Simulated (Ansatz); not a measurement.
**Electron scattering at the Σ3 (111) boundary in fcc Al, starting shift (0, 0.5)**

How much does the Σ3 (111) boundary in fcc Al, starting shift (0, 0.5) reflect electrons?

Program: Ansatz 0.2.0. Level of theory: Ansatz plane-wave DFT, PBE, PAW files; relaxation of a bicrystal slab with its lowest layers held; PAW set soft_1, in the first sound run; inputs show where later runs differ. Results are calculated unless marked as measured.

This is a report of a sequence of runs, with most program output left out.

## Step 1: Set-up

The cell holds 8 atoms: 8 Al. Its edges and angles: a = 2.862 Å, b = 2.862 Å, c = 27.360 Å, α = 90.0°, β = 90.0°, γ = 120.0°. It derives from Al. built on the (1 1 1) plane; 1 overlapping atoms removed and the grains opened by 0 Å. Vacuum lies along c.

## Step 2: Relaxing the bicrystal

The boundary is built by mirroring the lower grain in the boundary plane and removing any atoms that overlap. A thin bicrystal slab is relaxed first, with the lowest layers held and the upper grain free to shift and open.

The input, input.yaml:

```yaml
crystal:
  lattice:
    - [2.862347037, 0.0, 0.0]
    - [-1.4311735185, 2.4788652485, 0.0]
    - [0.0, 0.0, 27.3596759844]
  atoms:
    - { symbol: Al, position: [0.0, 0.0, 0.1827507023] }
    - { symbol: Al, position: [0.3333333333, 0.6666666667, 0.2681719101] }
    - { symbol: Al, position: [0.6666666667, 0.3333333333, 0.353593118] }
    - { symbol: Al, position: [0.0, 0.0, 0.4390143258] }
    - { symbol: Al, position: [0.6666666667, 0.8333333333, 0.5244355337] }
    - { symbol: Al, position: [0.3333333333, 0.1666666667, 0.6098567416] }
    - { symbol: Al, position: [0.0, 0.5, 0.6952779494] }
    - { symbol: Al, position: [0.6666666667, 0.8333333334, 0.7806991573] }
kpoints:
  mp_grid: { grid: [9, 9, 1] }
hamiltonian:
  xc: pbe
  pseudopotentials: { kind: paw, azcp: { folder: soft_1 } }
scf:
  occupations: { method: fermi_dirac, width: 0.1 }
relax:
  f_tol: 0.03
  max_steps: 80
  constraints: [{ sites: [0, 1] }]
```

Started as:

```console
ansatz run input.yaml --threads 4 --pin off --max-ram 15360MiB --backend cpu --events-out ev --progress --plain --runs-dir out
```

The job ended after 11 s (4 threads of Arm Neoverse V1, shared host; peak memory 0.46 GiB; 43 s of CPU time).

The steps of the relaxation:

```csv
step,energy less that of the first step (eV),largest force component (eV/Å)
1,0.0000,0.9564
2,-0.1393,0.2222
3,-0.1922,0.0398
4,-0.2040,0.0509
5,-0.2129,0.0269
6,-0.2180,0.0229
7,-0.2199,0.0069
```

The run keeps the 2 symmetry operations that it works with, so distortions that break them were not tested.

The atoms that moved most (Å):

```csv
atom,dx,dy,dz,length
Al8,-0.707,-0.408,0.072,0.820
Al6,-0.707,-0.408,0.022,0.817
Al5,-0.706,-0.407,0.011,0.815
Al7,-0.705,-0.407,0.029,0.815
Al4,0.008,0.004,-0.016,0.018
```

Numbers from this step:

| Item | Value |
| --- | --- |
| free energy | -4299.2689 eV |
| energy at zero smearing | -4299.2109 eV |
| Fermi energy | 4.140 eV |

The largest force component on a free atom ends at 0.0069 eV/Å, under the tolerance of 0.03, after 7 steps.

## Step 3: Transmission across the boundary

Bulk layers of each grain are laid under and over the relaxed boundary, and a lead is named in the middle of each, away from the free faces. The mesh across the current, 26×26, is finer than the density's, because channels open and close sharply across the zone. Energies from -0.1 to 0.1 eV in steps of 0.05 eV are too few for the program's thermal sum, so it prints no conductance; for a metal the transmission near the Fermi level serves, at a fraction of the cost.

This step: Ansatz plane-wave DFT, PBE, PAW files; ballistic transport by layer matching (Landauer), zero bias; boundary relaxed in a short slab, bulk layers laid on; PAW set soft_1 (Ansatz 0.2.0).

System of this step: Σ3 (111) boundary in fcc Al, starting shift (0, 0.5). The cell holds 19 atoms: 19 Al. Its edges and angles: a = 2.862 Å, b = 2.862 Å, c = 50.090 Å, α = 90.0°, β = 90.0°, γ = 120.0°. It derives from Al. Regions: lower grain, 8 atoms (8 Al); boundary, 5 atoms (5 Al); upper grain, 6 atoms (6 Al). Vacuum lies along c.

The input, input.yaml:

```yaml
crystal:
  lattice:
    - [2.862347037, 0.0, 0.0]
    - [-1.4311735185, 2.4788652485, 0.0]
    - [0.0, 0.0, 50.090081086]
  atoms:
    - { symbol: Al, position: [-3.3333333333, -6.6666666666, 0.0798561295] }
    - { symbol: Al, position: [-3.0, -5.9999999999, 0.126514001] }
    - { symbol: Al, position: [-2.6666666667, -5.3333333333, 0.1731718726] }
    - { symbol: Al, position: [-2.3333333333, -4.6666666666, 0.2198297441] }
    - { symbol: Al, position: [-2.0, -4.0, 0.2664876157] }
    - { symbol: Al, position: [-1.6666666667, -3.3333333333, 0.3131454872] }
    - { symbol: Al, position: [-1.3333333334, -2.6666666667, 0.3598033588] }
    - { symbol: Al, position: [-1.0, -2.0, 0.4064612303] }
    - { symbol: Al, position: [0.3333333333, 0.6666666667, 0.4531191019] }
    - { symbol: Al, position: [0.6682933724, 0.3341466862, 0.4997254208] }
    - { symbol: Al, position: [0.0035688719, 0.001784436, 0.5461196493] }
    - { symbol: Al, position: [0.3380096456, 0.6690048228, 0.5933029368] }
    - { symbol: Al, position: [0.0039211113, 0.0019605557, 0.6401966412] }
    - { symbol: Al, position: [-1.329412222, -1.664706111, 0.6868545128] }
    - { symbol: Al, position: [-1.6627455553, -2.3313727777, 0.7335123843] }
    - { symbol: Al, position: [-1.9960788887, -2.9980394443, 0.7801702559] }
    - { symbol: Al, position: [-2.329412222, -3.664706111, 0.8268281274] }
    - { symbol: Al, position: [-2.6627455553, -4.3313727776, 0.873485999] }
    - { symbol: Al, position: [-2.9960788887, -4.9980394443, 0.9201438705] }
kpoints:
  mp_grid: { grid: [10, 10, 1] }
hamiltonian:
  xc: pbe
  pseudopotentials: { kind: paw, azcp: { folder: soft_1 } }
scf:
  occupations: { method: fermi_dirac, width: 0.1 }
output:
  transmission:
    leads: [[5, 6], [14, 15]]
    kmesh: [26, 26]
    e_range: [-0.1, 0.1]
    de: 0.05
  write_potential: true
  write_density: true
  volumetric_format: npy
  elf: true
```

Wall time 53 s (4 threads); peak memory 0.88 GiB.

Numbers from this step:

| Property | Result |
| --- | --- |
| free energy | -10211.8753 eV |
| energy at zero smearing | -10211.7292 eV |
| Fermi energy | 6.617 eV |
| cell area | 7.095 Å² |
| transmission per spin nearest the Fermi level | 1.155 |
| open channels per spin nearest the Fermi level | 1.359 |
| open channels per spin, upper lead | 1.359 |
| step of the lead's potential | 15.1 meV |
| step of the upper lead's potential | 6.1 meV |

Per spin. Table of transmission, zone mean by energy, zero at the Fermi level:

```csv
energy (eV),"transmission, zone mean"
-0.1000,1.12
-0.0500,1.14
0.0000,1.16
0.0500,1.17
0.1000,1.18
```

Per spin. Table of open channels, zone mean, lead = upper lead by energy, zero at the Fermi level:

```csv
energy (eV),"open channels, zone mean, lead = upper lead"
-0.1000,1.32
-0.0500,1.34
0.0000,1.36
0.0500,1.37
0.1000,1.39
```

Transmission over k1 and k2. At 0.0000 eV from the Fermi level.

Ten even steps from '0' (0.00) to '9' (1.95):
```
99599900099959999994349999
95999812218999599994114999
59999325552399995993404399
59997135555317999594400449
99831355555553138994100014
70123555555555532107314413
70255555555555555520744344
90255555555555555552099999
59155555555555555555195999
59825555555555555555289599
99933555555555555555339999
95991555555555555555519959
99997355555555555555537999
99599155555555555555551995
99999335555555555555553399
59959825555555555555555289
59995915555555555555555519
99999902555555555555555520
74434470255555555555555520
73144137012355555555553210
94100014998313555555531389
59440044959997135555317999
59934043995999932555239999
99994114999959998122189995
99999434999999599900099959
99955977955999995597795599
```
Columns: k1 (b1) from -0.5 to 0.462; rows upwards: k2 (b2) from -0.5 to 0.462.

Open channels over k1 and k2. At 0.0000 eV from the Fermi level.

Ten even steps from '_' (0.00) to '@' (2.00):
```
@@@@++@@@@@@++++++@@@@@@++@@@@@@@@@@@@@@++@@@@@@@@@@
@@++@@@@@@@@++++++++@@@@@@@@++@@@@@@@@@@++++@@@@@@@@
++@@@@@@@@@@++++++++++@@@@@@@@@@++@@@@++++__++++@@@@
++@@@@@@@@++++++++++++++++@@@@@@@@++@@@@++____++@@@@
@@@@@@@@++++++++++++++++++++++@@@@@@@@@@++______++@@
@@++++++++++++++++++++++++++++++++++++@@++++++++++++
@@++++++++++++++++++++++++++++++++++++++@@@@@@++@@@@
@@++++++++++++++++++++++++++++++++++++++++@@@@@@@@@@
++@@++++++++++++++++++++++++++++++++++++++@@++@@@@@@
++@@@@++++++++++++++++++++++++++++++++++++@@@@++@@@@
@@@@@@@@++++++++++++++++++++++++++++++++++@@@@@@@@@@
@@++@@@@++++++++++++++++++++++++++++++++++++@@@@++@@
@@@@@@@@@@++++++++++++++++++++++++++++++++++@@@@@@@@
@@@@++@@@@++++++++++++++++++++++++++++++++++++@@@@++
@@@@@@@@@@@@++++++++++++++++++++++++++++++++++@@@@@@
++@@@@++@@@@++++++++++++++++++++++++++++++++++++@@@@
++@@@@@@++@@++++++++++++++++++++++++++++++++++++++@@
@@@@@@@@@@@@++++++++++++++++++++++++++++++++++++++++
@@@@@@++@@@@@@++++++++++++++++++++++++++++++++++++++
@@++++++++++++@@++++++++++++++++++++++++++++++++++++
@@@@++______++@@@@@@@@@@++++++++++++++++++++++@@@@@@
++@@@@++____++@@@@++@@@@@@@@++++++++++++++++@@@@@@@@
++@@@@++++__++++@@@@++@@@@@@@@@@++++++++++@@@@@@@@@@
@@@@@@@@@@++++@@@@@@@@@@++@@@@@@@@++++++++@@@@@@@@++
@@@@@@@@@@@@++@@@@@@@@@@@@@@++@@@@@@++++++@@@@@@++@@
@@@@@@++++@@@@@@@@++++@@@@@@@@@@++++@@@@@@@@++++@@@@
```
Columns: k1 (b1) from -0.5 to 0.462; rows upwards: k2 (b2) from -0.5 to 0.462.

Valence density in the ca plane at fractional y = 0.000, with atoms of Al within 0.2 Å of it. It is the smooth field of the valence electrons, not physical close to the nuclei.

Ten even steps from '0' (0.00 e/Å³) to '9' (0.21 e/Å³), each cell a mean:
```
98765678989984359989876557888998435652000000
99977789998997789989997778999899878742000000
99998899998889998889999889999888999631000000
99999999998789987789999999999878998631000000
99999999998789998789999999999878998631000000
99987789998899899889998778999889998742000000
99876678999985469989987667899998546742000000
88765568889973248988876556888997324652000000
```
Columns run along c (16.0 Å, from fractional 0.68 to 1.00 of the cell), rows up along a (2.9 Å). Atoms in or near the plane, at fractional coordinates: Al at (0.78, 0.00), Al at (0.92, 0.00).

Electrostatic potential energy in the ca plane at fractional y = 0.000, with atoms of Al within 0.2 Å of it. With pseudopotentials it is smooth inside the atoms' cores, unlike the true potential.

Values in eV, 5 rows by 16 columns, each cell a mean:
```
 6  8  6  6 -3 -3  4  6  8  6  6 -4 -3  6 10 11
-2  5  0  2  3 -1  5 -2  5 -1  3  2  0  9 10 11
-6  3 -4 -1  6  5  5 -6  3 -5  0  6  6  9 11 11
 2  6  3  4 -1 -5  5  2  6  2  4 -2 -5  8 10 11
 7  8  7  7 -2  1  4  7  8  7  7 -2  0  5 10 11
```
Columns run along c (16.0 Å, from fractional 0.68 to 1.00 of the cell; values clipped at the 3rd and 97th percentile), rows up along a (2.9 Å). Atoms in or near the plane, at fractional coordinates: Al at (0.78, 0.00), Al at (0.92, 0.00).

ELF in the ca plane at fractional y = 0.000, with atoms of Al within 0.2 Å of it. It is the smooth field of the valence electrons, not physical close to the nuclei.

Values in units of 1e-1, 5 rows by 16 columns, each cell a mean:
```
5.8 3.3 4.7 6.0 4.0 2.2 5.9 5.6 3.3 4.8 6.0 3.7 3.2 5.8 1.2 0.0
5.9 5.3 5.7 5.6 5.4 5.6 5.3 5.9 5.3 5.7 5.6 5.3 6.9 4.6 0.7 0.0
5.3 6.1 5.7 5.1 5.1 5.8 4.8 5.4 6.1 5.7 5.1 5.1 6.8 3.9 0.6 0.0
6.1 4.6 5.5 5.9 5.2 4.5 5.6 6.0 4.6 5.6 5.9 5.0 5.8 5.1 0.9 0.0
5.5 2.9 4.3 5.9 3.6 2.4 6.0 5.4 2.8 4.5 6.0 3.4 3.4 5.9 1.3 0.1
```
Columns run along c (16.0 Å, from fractional 0.68 to 1.00 of the cell), rows up along a (2.9 Å). Atoms in or near the plane, at fractional coordinates: Al at (0.78, 0.00), Al at (0.92, 0.00).

Over the solved energies the transmission per spin lies between 1.12 and 1.18, out of 1.36 channels of the lead on average (up to 1.39).

## Step 4: Specific resistance

This step: Ansatz plane-wave DFT, PBE, PAW files; ballistic transport by layer matching (Landauer), zero bias; specific resistance of the boundary; PAW set soft_1 (Ansatz 0.2.0).

Numbers from this step:

```
area resistance                      : 0.1186 fΩ m²
T over the leads' mean channel count : 0.8506
```

Averaged over the energies near the Fermi level, 85.1 % of the channels pass, which makes 0.119 fΩ m².

By hand, with T and the leads' channels N averaged over the energies near the Fermi level: RA = A (h/2e²)(1/T − ½[1/N₁ + 1/N₂]) = 7.095×10⁻²⁰ m² × 12 906 Ω × (1/1.153 − ½[1/1.356 + 1/1.356]) = 0.119 fΩ m².

## Step 5: Single-crystal slab for reference

The free faces cost energy too. A single-crystal slab with the same faces and held layers is relaxed, so that they cancel.

This step: Ansatz plane-wave DFT, PBE, PAW files; relaxation of a single-crystal slab with its lowest layers held; PAW set soft_1 (Ansatz 0.2.0).

System of this step: Al slab, plane (1, 1, 1). The cell holds 8 atoms: 8 Al. Cell: a = 2.862 Å, b = 2.862 Å, c = 27.360 Å, α = 90.0°, β = 90.0°, γ = 120.0°. It derives from Al. Vacuum lies along c.

The input, input.yaml:

```yaml
crystal:
  lattice:
    - [2.862347037, 0.0, 0.0]
    - [-1.4311735185, 2.4788652485, 0.0]
    - [0.0, 0.0, 27.3596759844]
  atoms:
    - { symbol: Al, position: [0.6666666667, 0.3333333334, 0.1827507023] }
    - { symbol: Al, position: [0.0, 1.0e-10, 0.2681719101] }
    - { symbol: Al, position: [0.3333333334, 0.6666666667, 0.353593118] }
    - { symbol: Al, position: [0.6666666667, 0.3333333334, 0.4390143258] }
    - { symbol: Al, position: [0.0, 0.0, 0.5244355337] }
    - { symbol: Al, position: [0.3333333333, 0.6666666667, 0.6098567416] }
    - { symbol: Al, position: [0.6666666667, 0.3333333333, 0.6952779494] }
    - { symbol: Al, position: [0.0, 0.0, 0.7806991573] }
kpoints:
  mp_grid: { grid: [9, 9, 1] }
hamiltonian:
  xc: pbe
  pseudopotentials: { kind: paw, azcp: { folder: soft_1 } }
scf:
  occupations: { method: fermi_dirac, width: 0.1 }
relax:
  f_tol: 0.03
  max_steps: 80
  constraints: [{ sites: [0, 1] }]
```

Run time: 2.5 s. Hardware: 4 threads; peak memory 0.4 GiB; 8.9 s of CPU time.

Relaxation path:

```csv
step,energy less that of the first step (eV),largest force component (eV/Å)
1,0.0000,0.1103
2,-0.0024,0.0461
3,-0.0026,0.0028
```

The atoms that moved most (Å):

```csv
atom,dx,dy,dz,length
Al8,0.000,0.000,0.048,0.048
Al6,0.000,0.000,-0.006,0.006
```

Final coordinates:

```xyz
8
Lattice="2.8623 0.0000 0.0000 -1.4312 2.4789 0.0000 0.0000 0.0000 27.3597" Properties=species:S:1:pos:R:3
Al    1.4312    0.8263    5.0000
Al    0.0000    0.0000    7.3371
Al    0.0000    1.6526    9.6774
Al    1.4312    0.8263   12.0092
Al    0.0000    0.0000   14.3482
Al    0.0000    1.6526   16.6793
Al    1.4312    0.8263   19.0259
Al    0.0000    0.0000   21.4081
```

Numbers from this step:

```
free energy             : -4299.2861 eV
energy at zero smearing : -4299.2317 eV
Fermi energy            : 4.130 eV
```

The largest force component on a free atom ends at 0.0028 eV/Å, under the tolerance of 0.03, after 3 steps.

## Step 6: Bulk reference

The perfect crystal gives the energy per atom, for the atoms by which bicrystal and slab differ.

This step: Ansatz plane-wave DFT, PBE, PAW files; bulk reference; PAW set soft_1 (Ansatz 0.2.0).

System of this step: Al. It takes space group Fm-3m (No. 225, cubic). Conventional cell: a = 4.048 Å, b = 4.048 Å, c = 4.048 Å, α = 90.00°, β = 90.00°, γ = 90.00°. Nearest to Al lie 12 Al at 2.86 Å.

input.yaml, the sections that differ from step 5:

```yaml
crystal:
  lattice:
    - [0.0, 2.023985, 2.023985]
    - [2.023985, 0.0, 2.023985]
    - [2.023985, 2.023985, 0.0]
  atoms:
    - { symbol: Al, position: [0.0, 0.0, 0.0] }
kpoints:
  mp_grid: { grid: [18, 18, 18] }
# hamiltonian, scf: as in step 5
# relax: removed
```

Run time: 0.37 s. Hardware: 4 threads; peak memory 0.25 GiB; 1.1 s of CPU time.

This step gave:

```
free energy             : -537.5084 eV
energy at zero smearing : -537.5011 eV
Fermi energy            : 7.869 eV
```

## Step 7: Boundary energy

This step: Ansatz plane-wave DFT, PBE, PAW files; bicrystal less single-crystal slab less bulk atoms, a boundary area; PAW set soft_1 (Ansatz 0.2.0).

This step gave:

```
excess energy of the cell : 0.02087 eV
boundary energy           : 0.04713 J/m²
```

The boundary costs 0.047 J/m².

By hand: 0.0209 eV / 7.095 Å² × 16.02 = 0.0471 J/m².

## Step 8: Outcome

| Quantity | Value |
| --- | --- |
| specific resistance of the boundary | 0.119 fΩ m² |
| share of channels that pass | 0.851 |
| boundary energy | 0.0471 J/m² |

The boundary has a specific resistance of 0.12 fΩ m² and an energy of 0.047 J/m². The boundary reflects 15 % of the channels; 0.12 fΩ m² is 1.2×10⁻¹² Ω·cm². That equals the resistance of 4.3 nm of bulk Al at 300 K (measured 2.733 µΩ cm, CRC Handbook of Chemistry and Physics, 84th ed., 2003, Electrical Resistivity of Pure Metals). In the relaxation the upper grain slid sideways by about 0.8 Å, so the result belongs to the position that it found, not to the starting one. For this plane that is the coherent twin.

[Logs are printed without paths, hosts, clocks, repeated set-up lines and the standing remarks that a program may print on its own settings, such as how far it seeks lower states.]

[Hosts, paths, dates, database ids (printed as entryN), source tags and the programs' standing remarks are cut or masked in the printed files.]
